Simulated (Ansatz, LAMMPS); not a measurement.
**A faulty run on liquid (Na,Rb,Li)(F,Br) at 900 K (118 atoms)**

Program: Ansatz 0.2.0. The cell: 18 Na, 19 Rb, 22 Li, 33 F and 26 Br.

Contents of input.yaml:

```yaml
crystal:
  lattice:
    - [14.7034, 0.0, 0.0]
    - [0.0, 14.7034, 0.0]
    - [0.0, 0.0, 14.7034]
  atoms:
    - { symbol: Na, position: [0.35858, 0.37419, 0.0722] }
    - { symbol: Na, position: [0.16484, 0.5254, 0.87222] }
    - { symbol: Na, position: [0.15989, 0.5432, 0.41506] }
    - { symbol: Na, position: [0.26473, 0.8449, 0.80602] }
    - { symbol: Na, position: [0.92485, 0.81066, 0.63787] }
    - { symbol: Na, position: [0.77166, 0.46149, 0.77954] }
    - { symbol: Na, position: [0.32359, 0.95508, 0.29648] }
    - { symbol: Na, position: [0.18987, 0.88273, 0.99808] }
    - { symbol: Na, position: [0.45781, 0.44161, 0.52811] }
    - { symbol: Na, position: [0.46879, 0.57733, 0.88587] }
    - { symbol: Na, position: [0.67979, 0.57585, 0.99446] }
    - { symbol: Na, position: [0.11828, 0.92306, 0.30303] }
    - { symbol: Na, position: [0.18812, 0.82835, 0.52769] }
    - { symbol: Na, position: [0.41523, 0.02909, 0.77491] }
    - { symbol: Na, position: [0.57628, 0.98544, 0.35356] }
    - { symbol: Na, position: [0.67711, 0.25818, 0.8265] }
    - { symbol: Na, position: [0.33284, 0.32272, 0.85129] }
    - { symbol: Na, position: [0.24942, 0.0527, 0.53477] }
    [... 94 atom lines left out ...]
    - { symbol: Br, position: [0.28512, 0.69316, 0.93972] }
    - { symbol: Br, position: [0.1101, 0.69365, 0.65593] }
    - { symbol: Br, position: [0.72812, 0.7849, 0.06833] }
    - { symbol: Br, position: [0.0297, 0.59622, 0.02394] }
    - { symbol: Br, position: [0.55759, 0.39989, 0.8962] }
    - { symbol: Br, position: [0.99704, 0.90562, 0.02985] }
kpoints:
  mp_grid: { grid: [1, 1, 1] }
hamiltonian:
  xc: pbe
scf:
  occupations: { method: fixed }
  eigensolver: { kind: { support_functions: { accuracy: medium, radius: 3.72 } } }
  mixing: { beta: 0.4 }
  max_iter: 150
output:
  forces: true
  eigenvalues: true
```

On the command line:

```console
ansatz run input.yaml --threads 8 --pin off --max-ram 15872MiB --backend cpu --events-out ev --progress --plain --runs-dir out
```

The log of the run:

```text
Warning: scf.eigensolver.kind.support_functions: disabling space-group detection — the functions' gradient is summed over unrotated k-points, so no spatial operation reduces the k-mesh or symmetrises the density; time reversal is kept, so that k and −k are solved as one point where they differ and the mesh holds both, and exact exchange and, on two spinor components, a DFT+U term hold to it where the run has them: [...]
Warning: basis.ecutwfc = 631 eV, auto-derived: no grid that the accuracy of the support functions lays serves the files at the lower one that their records recommend; a deck with other species or settings can derive another value
settings of this run that can trade accuracy for cost: scf.eigensolver.kind.support_functions [...]
Engine: ansatz 0.2.0, x86_64-unknown-linux-gnu
Pseudopotentials: kind: paw
Pseudopotential: Na, paw, valence charge 9, recommended cutoff 420 eV (normal), Na.paw.azcp
Pseudopotential: Rb, paw, valence charge 9, recommended cutoff 420 eV (normal), Rb.paw.azcp
Pseudopotential: Li, paw, valence charge 3, recommended cutoff 420 eV (normal), Li.paw.azcp
Pseudopotential: F, paw, valence charge 7, recommended cutoff 420 eV (normal), F.paw.azcp
Pseudopotential: Br, paw, valence charge 7, recommended cutoff 420 eV (normal), Br.paw.azcp
[... 5 lines on functional and potentials left out ...]
Error: SCF: the radius of support functions is under 4.16 Å, the least for these sites at the functions' level (scf.eigensolver.kind.support_functions.accuracy). Use scf.eigensolver.kind: auto, or type scf.eigensolver.kind.support_functions.radius at least as long, [...]
```

Run time: 2.4 s. Hardware: 8 threads of AMD EPYC 9R45, shared host; peak memory 0.9 GiB; 12 s of CPU time.

Q: Name the fault and the fix.

A radius under the least that the level allows: support_functions.radius = 3.72.

The fix is to use a longer radius.

The run ended with an error.

[Long decimals in the printed logs are rounded to 6 places.]

[Logs are printed without paths, hosts, clocks, repeated set-up lines and the standing remarks that a program may print on its own settings, such as how far it seeks lower states.]

[Hosts, paths, dates, database ids (printed as entryN), source tags and the programs' standing remarks are cut or masked in the printed files.]
